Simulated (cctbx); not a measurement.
# Sc2TiSiPb: as given, inverted or twinned?

Space group I4mm (no. 107), a = 4.4680 Å, b = 4.4680 Å, c = 10.9110 Å, α = 90.00°, β = 90.00°, γ = 90.00°.

| atom | mult. | x | y | z | Ueq (Å²) |
| --- | --- | --- | --- | --- | --- |
| Pb1 | 2 | 0 | 0 | 0.0036 | 0.0053 |
| Ti1 | 2 | 1/2 | 1/2 | 0.1191 | 0.0042 |
| Sc1 | 4 | 1/2 | 0 | 0.2566 | 0.0069 |
| Si1 | 2 | 0 | 0 | 0.3717 | 0.0063 |

The model is made up (kin elements in a known structure type, no relaxation), so it says nothing on whether the phase exists.

Data sets are simulated with cctbx and refined with Bijvoet mates kept apart; Flack x is then fitted as the share of an inverted twin with the atoms fixed, Hooft y from the Bijvoet differences. The group is acentric but holds improper operations, so there is an absolute structure (orientation) and no hand.

Untwinned crystal. What Flack and Hooft values should come out?

```csv
λ (Å),extinction (unmodelled),d min (Å),top counts,error (%),model,R1,Flack x,s.u.,Hooft y,s.u.,pairs
0.71073,0.1,0.77,20000,2,as given,0.0061,0.000,0.009,0.001,0.012,87
0.71073,0.1,0.77,20000,2,inverted,0.0116,-0.02,0.02,0.021,0.013,87
1.54184,0.3,0.83,5000,3,as given,0.0113,-0.05,0.05,-0.026,0.041,69
```

With Mo Kα, x is within 3 s.u. of 0, so the absolute structure is right. With Cu Kα, x is within 3 s.u. of 0, so the absolute structure is right, though an s.u. above 0.04 can't exclude a small twin share. The inverted model doesn't give 1 − x: the structure is pseudo-centrosymmetric, and the refinement slid into another minimum.

A further crystal gives:

```csv
λ (Å),extinction (unmodelled),d min (Å),top counts,error (%),model,R1,Flack x,s.u.,Hooft y,s.u.,pairs
1.54184,0.3,0.8,70000,4,as given,0.0147,0.52,0.07,0.539,0.045,78
```

**Question.** What is it?

It was simulated as an inversion twin with a fraction 0.5 of the inverted domain. Flack x is over 3 s.u. from both 0 and 1 and reads that fraction.

[Logs are printed without paths, hosts, clocks, repeated set-up lines and the standing remarks that a program may print on its own settings, such as how far it seeks lower states.]
